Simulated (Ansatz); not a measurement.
# AgF (model cell, started as wurtzite): following an unstable mode

Aim: this structure of AgF (model cell, started as wurtzite) is to be tested for unstable modes, and one is followed downhill.

Program: Ansatz 0.2.0. Level of theory: DFT LDA, scalar-relativistic, plane waves, PAW. Values are calculated unless marked as measured.

Report form: inputs, costs, results and the conclusion, without the logs.

The structure was built from a prototype and need not be the compound's stable phase.

### Step 1. The starting structure

Symmetry: P6_3/mmc, No. 194, hexagonal system. The conventional cell has a = 4.014 Å, b = 4.014 Å, c = 4.709 Å, α = 90.00°, β = 90.00°, γ = 120.00°. Nearest to Ag lie 5 F at 2.32 to 2.35 Å. Nearest to F lie 5 Ag at 2.32 to 2.35 Å. Farther neighbours, and contacts between anions beyond the nearest, are not listed.

### Step 2. Response at finite wavevector

Stability and thermal properties need the whole zone. Linear response on a 2×2×2 q mesh gives force constants as far as a supercell of that size would.

Input file input.yaml:

```yaml
crystal:
  lattice:
    - [4.0138959602, 3.0438e-06, 0.0]
    - [-2.0069506161, 3.4761343478, 0.0]
    - [0.0, 0.0, 4.7092382587]
  atoms:
    - { symbol: Ag, position: [0.3333333333, 0.6666666667, -0.0625] }
    - { symbol: Ag, position: [0.6666666667, 0.3333333333, 0.4375] }
    - { symbol: F, position: [0.3333333333, 0.6666666667, 0.4375] }
    - { symbol: F, position: [0.6666666667, 0.3333333333, 0.9375] }
kpoints:
  mp_grid: { grid: [12, 12, 8] }
hamiltonian:
  xc: lda
scf:
  occupations: { method: methfessel_paxton, width: 0.15 }
output:
  eigenvalues: true
phonons:
  method: dfpt
  qmesh: [2, 2, 2]
  temperatures: { t_max: 1000, t_step: 50 }
  qpath:
    path:
      - [[0.0, 0.0, 0.0], [0.5, 0.0, 0.0], [0.33333333, 0.33333333, 0.0], [0.0, 0.0, 0.0], [0.0, 0.0, 0.5], [0.5, 0.0, 0.5], [0.33333333, 0.33333333, 0.5], [0.0, 0.0, 0.5]]
      - [[0.5, 0.0, 0.5], [0.5, 0.0, 0.0]]
      - [[0.33333333, 0.33333333, 0.5], [0.33333333, 0.33333333, 0.0]]
    npoints: 10
```

Command:

```sh
ansatz run input.yaml --threads 4 --pin off --max-ram 7168MiB --backend cpu --events-out ev --progress --plain --runs-dir out
```

It took 10 min on 4 threads of Arm Neoverse N1, shared host; peak memory 1.8 GiB.

Read from the output:

```
volume per atom                                         : 16.43 Å³
gap on the k-mesh                                       : 0 eV
sum-rule residual before enforcement                    : 3.15e-5 eV/Å²
lowest frequency on the path                            : -45.30 cm⁻¹
point group                                             : 6/mmm
highest frequency on path, mesh or solved points        : 281.6 cm⁻¹
highest optical mode at the zone centre (no LO-TO term) : 281.4 cm⁻¹
lowest optical zone-centre mode                         : -44.94 cm⁻¹
lowest mode on the q mesh (acoustic modes at Γ apart)   : -44.94 cm⁻¹
```

Frequencies (cm⁻¹) solved at each irreducible wavevector; negative means imaginary. Frequencies by wavevector, by row:

```tsv
q in reciprocal lattice units	star	mode 1	mode 2	mode 3	mode 4	mode 10	mode 11	mode 12
0 0 0	1	-44.9	-22.4	-22.4	0	224.6	239.8	281.4
0 0 -0.5	1	-27.3	-27.3	-27.3	-27.3	206	231.4	231.4
0 -0.5 0	3	-43.5	-37.9	-30.1	-25.5	250.4	250.9	264.4
0 -0.5 -0.5	3	-35.8	-35.8	59.5	59.5	235.7	281.2	281.2
```

Interpolated from a 2×2×2 q mesh, rough between the solved points. Phonon branches along the path, in cm⁻¹:

```tsv
point	branch 1	branch 2	branch 3	branch 4	branch 9	branch 10	branch 11	branch 12
Γ	-45	-22	-22	0	225	225	240	281
halfway	-45	-29	-25	-17	234	238	243	275
M	-44	-38	-30	-26	244	250	251	264
halfway	-43	-39	-23	10	238	252	258	262
K	-42	-42	-20	32	238	257	257	262
halfway	-45	-28	-21	-20	234	244	245	273
Γ	-45	-22	-22	0	225	225	240	281
halfway	-26	-26	-18	-18	219	219	236	261
A	-27	-27	-27	-27	206	206	231	231
halfway	-33	-33	41	41	221	221	262	262
L	-36	-36	60	60	236	236	281	281
halfway	-26	-26	57	57	242	242	280	280
H	-11	-11	53	53	249	249	279	279
halfway	-30	-30	44	44	227	227	266	266
A	-27	-27	-27	-27	206	206	231	231
jump to L	-36	-36	60	60	236	236	281	281
halfway	-34	-31	-30	24	226	246	273	279
M	-44	-38	-30	-26	244	250	251	264
jump to H	-11	-11	53	53	249	249	279	279
halfway	-29	-29	-20	24	241	258	274	274
K	-42	-42	-20	32	238	257	257	262
```

Symmetry leaves 4 wavevectors to solve. The lowest mode among them, the acoustic zeros apart, lies at Γ and is imaginary, 44.9i cm⁻¹, so the energy falls along it.

### Step 3. The mode frozen in, largest atomic shift 0 Å

The mode followed lies at q = (0, -0.5, 0) with frequency 43.5i cm⁻¹, one of the unstable modes though not the softest. At small amplitude the pattern taken leaves space group no. 62 by a symmetry search on the positions. The undistorted cell that holds it gives the zero of energy on the same k mesh.

System of this step: AgF (model cell, started as wurtzite). It takes space group P6_3/mmc (No. 194, hexagonal). The conventional cell has a = 4.014 Å, b = 4.014 Å, c = 4.709 Å, α = 90.00°, β = 90.00°, γ = 120.00°. Nearest to Ag lie 5 F at 2.32 to 2.35 Å. F has 5 Ag at 2.32 to 2.35 Å nearest. Farther neighbours, and contacts between anions beyond the nearest, are not listed.

Input file input.yaml:

```yaml
crystal:
  lattice:
    - [-4.0138959602, -3.0438e-06, 0.0]
    - [0.0, 0.0, -4.7092382587]
    - [5.2719e-06, -6.9522717393, 0.0]
  atoms:
    - { symbol: Ag, position: [0.5, 0.0625, 0.1666666667] }
    - { symbol: Ag, position: [0.0, 0.0625, 0.6666666667] }
    - { symbol: Ag, position: [0.0, 0.5625, 0.3333333333] }
    - { symbol: Ag, position: [0.5, 0.5625, 0.8333333333] }
    - { symbol: F, position: [0.5, 0.5625, 0.1666666667] }
    - { symbol: F, position: [0.0, 0.5625, 0.6666666667] }
    - { symbol: F, position: [0.0, 0.0625, 0.3333333333] }
    - { symbol: F, position: [0.5, 0.0625, 0.8333333333] }
kpoints:
  mp_grid: { grid: [8, 8, 6] }
hamiltonian:
  xc: lda
scf:
  occupations: { method: methfessel_paxton, width: 0.15 }
output:
  forces: true
  stress: true
  eigenvalues: true
```

Elapsed: 23 s, on 4 threads; peak memory 0.81 GiB.

Numbers from this step:

| Quantity | Value |
| --- | --- |
| pressure | -0.004784 GPa |
| energy from the undistorted cell | 0 meV/atom |

The run ends at a pressure of 0.00 GPa, with forces up to 4.0e-4 eV/Å.

### Step 4. The mode frozen in, largest atomic shift 0.32 Å

The atoms are moved along the unstable eigenvector, the largest shift by 0.32 Å, with the cell fixed.

input.yaml, the sections that differ from step 3:

```yaml
crystal:
  lattice:
    - [-4.0138959602, -3.0438e-06, 0.0]
    - [0.0, 0.0, -4.7092382587]
    - [5.2719e-06, -6.9522717393, 0.0]
  atoms:
    - { symbol: Ag, position: [0.5, 0.0038887883, 0.1666666667] }
    - { symbol: Ag, position: [0.0, 0.1211112117, 0.6666666667] }
    - { symbol: Ag, position: [0.0, 0.6211112117, 0.3333333333] }
    - { symbol: Ag, position: [0.5, 0.5038887883, 0.8333333333] }
    - { symbol: F, position: [0.5, 0.4945484583, 0.1666666667] }
    - { symbol: F, position: [0.0, 0.6304515417, 0.6666666667] }
    - { symbol: F, position: [0.0, 0.1304515417, 0.3333333333] }
    - { symbol: F, position: [0.5, -0.0054515417, 0.8333333333] }
# kpoints, hamiltonian, scf, output: as in step 3
```

It took 22 s on 4 threads; peak memory 0.81 GiB.

Numbers from this step:

| Property | Result |
| --- | --- |
| pressure | -2.354 GPa |
| energy from the undistorted cell | -6.227 meV/atom |

The energy, extrapolated to zero smearing, is -6.23 meV/atom against the undistorted cell.

The run ends at a pressure of -2.35 GPa, with forces up to 0.19 eV/Å.

### Step 5. Energy along the mode, all amplitudes (two of the runs are shown above)

An imaginary frequency means negative curvature, so the energy should fall and then rise again as anharmonic terms take over.

This step gave:

```
depth at the lowest point sampled  : 6.227 meV/atom
largest atomic shift at that point : 0.32 Å
```

Table of energy from the parent by largest atomic shift:

```tsv
largest atomic shift (Å)	energy from the parent (meV/atom)
0.000	0
0.040	-0.273
0.080	-1.06
0.140	-2.94
0.220	-5.72
0.320	-6.23
0.450	7.47
```

Displacement at unit largest shift by atom:

```tsv
atom	x (Å)	y (Å)	z (Å)	size
Ag1	0.00	0.00	0.86	0.86
Ag2	0.00	0.00	-0.86	0.86
Ag3	0.00	0.00	-0.86	0.86
Ag4	0.00	0.00	0.86	0.86
F5	0.00	0.00	1.00	1.00
F6	0.00	0.00	-1.00	1.00
F7	0.00	0.00	-1.00	1.00
F8	0.00	0.00	1.00	1.00
```

The lowest step is at 0.32 Å, 6.23 meV/atom below the parent, and the energy rises beyond it.

### Step 6. Relaxing from the distorted cell

Starting from the lowest point found, all atoms and the cell are let go, so that strain and other modes of the same symmetry can join in.

input.yaml: that of step 4 with these lines changed.

```diff
@@ -24 +24,6 @@
   eigenvalues: true
+relax:
+  adjacent_minimum: "off"
+  f_tol: 0.002
+  max_steps: 120
+  cell: { stress_tol: 0.03 }
```

Run time: 17 min. Hardware: 4 threads; peak memory 0.87 GiB; 66 min of CPU time.

Relaxation path (22 of 44):

```tsv
step	energy less that of the first step (eV)	largest force component (eV/Å)	pressure (GPa)	volume (Å³)
1	0.0000	0.1758	-2.35	131.41
3	-0.1351	0.1005	0.55	126.02
5	-0.1618	0.0723	-0.20	126.30
7	-0.3132	0.0606	-1.23	121.99
9	-0.5844	0.1860	-2.14	114.82
11	-0.5401	0.5372	1.34	112.85
13	-0.7291	0.0338	-0.11	111.62
15	-0.7307	0.0041	-0.01	111.66
17*	-0.8308	0.0028	1.13	111.66
19	-0.8695	0.0432	-0.51	112.03
21	-0.8822	0.0319	-0.16	111.02
24	-0.9228	0.1993	2.23	103.29
26	-0.9906	0.2384	1.25	102.78
28	-1.0671	0.2571	1.03	104.08
30	-1.1194	0.0603	0.31	104.55
32	-1.1239	0.0150	-0.06	105.11
34	-1.1240	0.0042	-0.02	105.29
36*	-1.1106	0.0011	-0.25	105.28
38	-1.1142	0.0018	0.01	104.79
40	-1.1139	0.0022	0.02	104.66
42*	-1.1133	0.0011	0.01	104.68
44*	-1.1134	0.0003	0.00	104.66
```

Relaxation steps marked * repeat the geometry before them on a plane-wave basis chosen anew for their cell, so energy and pressure can jump there. Other such steps can lie between the rows shown. Relaxation steps 11, 14, 24, 29 were tried and not accepted.

Forces are held to the 8 operations that the program found; a distortion that breaks them can't arise in this run.

```tsv
cell as run	before	after	change
a (Å)	4.014	2.856	-28.9 %
b (Å)	4.709	5.404	+14.7 %
c (Å)	6.952	6.783	-2.4 %
volume (Å³/atom)	16.43	13.08	-20.4 %
```

The atoms that moved most (Å, as changes of fractional coordinates times the final cell):

```tsv
atom	dx	dy	dz	length
F8	0.000	-0.705	1.209	1.399
F7	0.000	-0.705	-1.209	1.399
F6	0.000	0.705	-1.209	1.399
F5	0.000	0.705	1.209	1.399
Ag3	0.000	1.031	0.073	1.033
Ag2	0.000	-1.031	0.073	1.033
Ag4	0.000	1.031	-0.073	1.033
Ag1	0.000	-1.031	-0.073	1.033
```

The relaxed structure:

```cif
data_structure
_symmetry_space_group_name_H-M 'P 1'
_symmetry_Int_Tables_number 1
_cell_length_a 2.8557
_cell_length_b 5.4036
_cell_length_c 6.7825
_cell_angle_alpha 90.000
_cell_angle_beta 90.000
_cell_angle_gamma 90.000
_cell_volume 104.66
loop_
_atom_site_label
_atom_site_type_symbol
_atom_site_fract_x
_atom_site_fract_y
_atom_site_fract_z
_atom_site_occupancy
Ag1 Ag 0.50000 0.01742 0.31864 1
Ag2 Ag 0.00000 0.10758 0.81864 1
Ag3 Ag 0.00000 0.60758 0.18136 1
Ag4 Ag 0.50000 0.51742 0.68136 1
F5 F 0.50000 0.27090 0.06274 1
F6 F 0.00000 0.85410 0.56274 1
F7 F 0.00000 0.35410 0.43726 1
F8 F 0.50000 0.77090 0.93726 1
```

Numbers from this step:

```
pressure        : 7.49e-4 GPa
volume per atom : 13.08 Å³
```

The distorted start has space group Pnma; the relaxation ends in Pnma.

### Step 7. The new phase in its own primitive cell

The relaxed structure is symmetrised, reduced to its primitive cell and relaxed tightly, as its phonons need.

Input file input.yaml:

```yaml
crystal:
  lattice:
    - [5.4035790664, 0.0, 0.0]
    - [0.0, 2.8557316769, 0.0]
    - [0.0, 0.0, 6.7825138888]
  atoms:
    - { symbol: Ag, position: [0.7049162507, 0.25, 0.4313562972] }
    - { symbol: Ag, position: [0.7950837493, 0.75, 0.9313562972] }
    - { symbol: Ag, position: [0.2950837493, 0.75, 0.5686437028] }
    - { symbol: Ag, position: [0.2049162507, 0.25, 0.0686437028] }
    - { symbol: F, position: [0.958396948, 0.25, 0.6872612187] }
    - { symbol: F, position: [0.541603052, 0.75, 0.1872612187] }
    - { symbol: F, position: [0.041603052, 0.75, 0.3127387813] }
    - { symbol: F, position: [0.458396948, 0.25, 0.8127387813] }
kpoints:
  mp_grid: { grid: [6, 12, 6] }
hamiltonian:
  xc: lda
scf:
  occupations: { method: methfessel_paxton, width: 0.15 }
output:
  forces: true
  stress: true
  eigenvalues: true
relax:
  adjacent_minimum: "off"
  f_tol: 0.001
  max_steps: 60
  cell: { stress_tol: 0.01 }
```

It took 2.7 min on 4 threads; peak memory 0.8 GiB; 11 min of CPU time.

Step by step:

```tsv
step	energy less that of the first step (eV)	largest force component (eV/Å)	pressure (GPa)	volume (Å³)
1	0.0000	0.0004	0.00	104.66
2	0.0000	0.0008	0.00	104.66
3	-0.0001	0.0019	0.00	104.65
4	0.0000	0.0007	-0.02	104.65
5	-0.0002	0.0004	0.01	104.63
6	-0.0001	0.0001	0.00	104.64
7*	-0.0002	0.0001	0.00	104.64
8	-0.0002	0.0005	0.00	104.62
9*	-0.0002	0.0005	0.00	104.62
```

Relaxation steps marked * repeat the geometry before them on a plane-wave basis chosen anew for their cell, so energy and pressure can jump there.

The run keeps the 8 symmetry operations that the program found, so distortions that break them were not tested.

```tsv
conventional cell, symmetrised	before	after	change
a (Å)	5.404	5.411	+0.1 %
b (Å)	2.856	2.856	+0.0 %
c (Å)	6.783	6.770	-0.2 %
volume (Å³/atom)	13.08	13.08	-0.0 %
```

Read from the output:

* pressure: -3.59e-4 GPa

The largest force component left is 0.47 meV/Å and the pressure is 0.000 GPa, within the tolerances set. The cell now holds 13.08 Å³/atom.

### Step 8. Modes of the new phase, k-mesh 6×12×6

A relaxed structure may still be a saddle point, so its zone-centre modes are computed. No field response is asked, since the mesh shows no gap.

Input file input.yaml:

```yaml
crystal:
  lattice:
    - [5.4110912662, 0.0, 0.0]
    - [0.0, 2.8560223149, 0.0]
    - [0.0, 0.0, 6.7698699938]
  atoms:
    - { symbol: Ag, position: [0.7050146538, 0.25, 0.431915861] }
    - { symbol: Ag, position: [0.7949853462, 0.75, 0.931915861] }
    - { symbol: Ag, position: [0.2949853462, 0.75, 0.568084139] }
    - { symbol: Ag, position: [0.2050146538, 0.25, 0.068084139] }
    - { symbol: F, position: [0.9592903764, 0.25, 0.6877235421] }
    - { symbol: F, position: [0.5407096236, 0.75, 0.1877235421] }
    - { symbol: F, position: [0.0407096236, 0.75, 0.3122764579] }
    - { symbol: F, position: [0.4592903764, 0.25, 0.8122764579] }
kpoints:
  mp_grid: { grid: [6, 12, 6] }
hamiltonian:
  xc: lda
scf:
  occupations: { method: methfessel_paxton, width: 0.15 }
output:
  eigenvalues: true
phonons:
  method: dfpt
```

The job ended after 5.8 min (4 threads; peak memory 2.4 GiB).

Read from the output:

| Quantity | Value |
| --- | --- |
| sum-rule residual before enforcement | 1.63e-5 eV/Å² |
| point group | mmm |
| highest optical mode at the zone centre (no LO-TO term) | 365.4 cm⁻¹ |
| lowest optical zone-centre mode | -58.18 cm⁻¹ |

Patterns of degenerate modes are one choice out of their space. Modes at Γ, with each element's share of the kinetic energy (negative means imaginary):

```tsv
mode	frequency (cm⁻¹)	symmetry	Ag %	F %
1	-58.2	B3g	36	64
2	-5.5	Au	88	12
3	0.0	acoustic	85	15
4	0.0	acoustic	85	15
5	0.0	acoustic	85	15
6	58.5	B1g	89	11
7	62.6	Ag	85	15
8	63.6	B1u	94	6
9	75.2	B2u	15	85
10	86.8	Au	12	88
11	96.7	B3g	64	36
12	103.7	B2g	91	9
13	129.2	B3u	83	17
14	133.5	Ag	80	20
15	146.6	B1g	11	89
16	174.1	B2g	97	3
17	177.9	Ag	22	78
18	208.9	B3u	3	97
19	240.6	B3u	29	71
20	280.2	B2g	10	90
21	295.0	B1u	18	82
22	302.0	B1u	3	97
23	317.3	Ag	14	86
24	365.4	B2g	2	98
```

Displacements in mode 1 (-58.2 cm⁻¹), the largest set to 1:
```
Ag1  0.00 -0.31  0.00
Ag2  0.00 -0.31  0.00
Ag3  0.00  0.31  0.00
Ag4  0.00  0.31  0.00
F5   0.00  1.00  0.00
F6   0.00  1.00  0.00
F7   0.00 -1.00  0.00
F8   0.00 -1.00  0.00
```

Displacements in mode 7 (62.6 cm⁻¹), the largest set to 1:
```
Ag1  0.34  0.00  1.00
Ag2 -0.34  0.00  1.00
Ag3 -0.34  0.00 -1.00
Ag4  0.34  0.00 -1.00
F5   0.58  0.00  0.90
F6  -0.58  0.00  0.90
F7  -0.58  0.00 -0.90
F8   0.58  0.00 -0.90
```

Before it was imposed, the acoustic sum rule was missed by 1.6e-5 eV/Å². Small misses are needed for a sound result but don't prove that mesh and cutoff are converged. The lowest optical mode is imaginary, 58.2i cm⁻¹, so the energy falls along it.

### Step 9. The phases reached

The phases reached along the modes that were followed are set side by side.

Energies are those of the first relaxation, on the mesh of the frozen mode; space group, volume and gap are those of the last relaxation. Phases, by row:

```tsv
mode frozen in	space group	energy from parent (meV/atom)	volume (Å³/atom)	gap on mesh (eV)	lowest zone-centre optical mode (cm⁻¹)	largest shift (Å)
parent	P6_3/mmc	0	16.43	0	–	–
q = (0, 0, 0), 45i cm⁻¹	P-3m1	-15.66	15.73	0	78.6	0.328
q = (0, -0.5, 0), 44i cm⁻¹	Pnma	-145.7	13.08	0	-58.2	1.726
```

### Step 10. What came out

| Property | Result |
| --- | --- |
| unstable mode of the parent | q = (0, -0.5, 0), 44i cm⁻¹ |
| depth at the lowest point sampled | 6.23 meV/atom |
| largest atomic shift at that point | 0.32 Å |
| space group reached | Pnma |
| energy gained over the parent (first relaxation, on the mesh of the frozen mode) | 146 meV/atom |
| volume per atom, phase reached | 13.1 Å³ |
| lowest optical zone-centre mode, phase reached | -58.2 cm⁻¹ |
| highest optical mode at the zone centre (no LO-TO term), phase reached | 365 cm⁻¹ |

Along this mode the structure falls into Pnma, 146 meV/atom below the parent. At the parent's cell the well is 6.227 meV/atom deep on the steps tried, with its lowest point at a shift of 0.32 Å. Relaxing atoms and cell changes the gain by +139.49 meV/atom against the lowest step (energies at zero smearing). Most of the total comes from this relaxation. The new phase still has an imaginary mode at the zone centre of its cell, so it is a saddle point on the way to a lower structure. Of the 2 patterns followed from this parent, this one reaches the lowest energy. Each path keeps the symmetry of its pattern, so a lower phase may lie along a pattern not tried. The q mesh stands for a supercell only 8.0 Å across, so branches between the solved wavevectors are rough. With no gap, or one that is small against the smearing, the frequencies hang on the k mesh and the smearing, most of all near Kohn anomalies. The volume moved by more than a tenth on the k mesh of the start, so the energy gain is rough. A semilocal functional can close a gap that the real compound would have, so the metallic treatment may be an artefact of the level. The starting cell was built on a prototype and not taken from a measurement, so the phase need not exist.

[Long decimals in the printed logs are rounded to 6 places.]

[Logs are printed without paths, hosts, clocks, repeated set-up lines and the standing remarks that a program may print on its own settings, such as how far it seeks lower states.]

[Hosts, paths, dates, database ids (printed as entryN), source tags and the programs' standing remarks are cut or masked in the printed files.]

[Where the starting crystal was built by hand or by swapping elements, it need not be the compound's stable phase.]
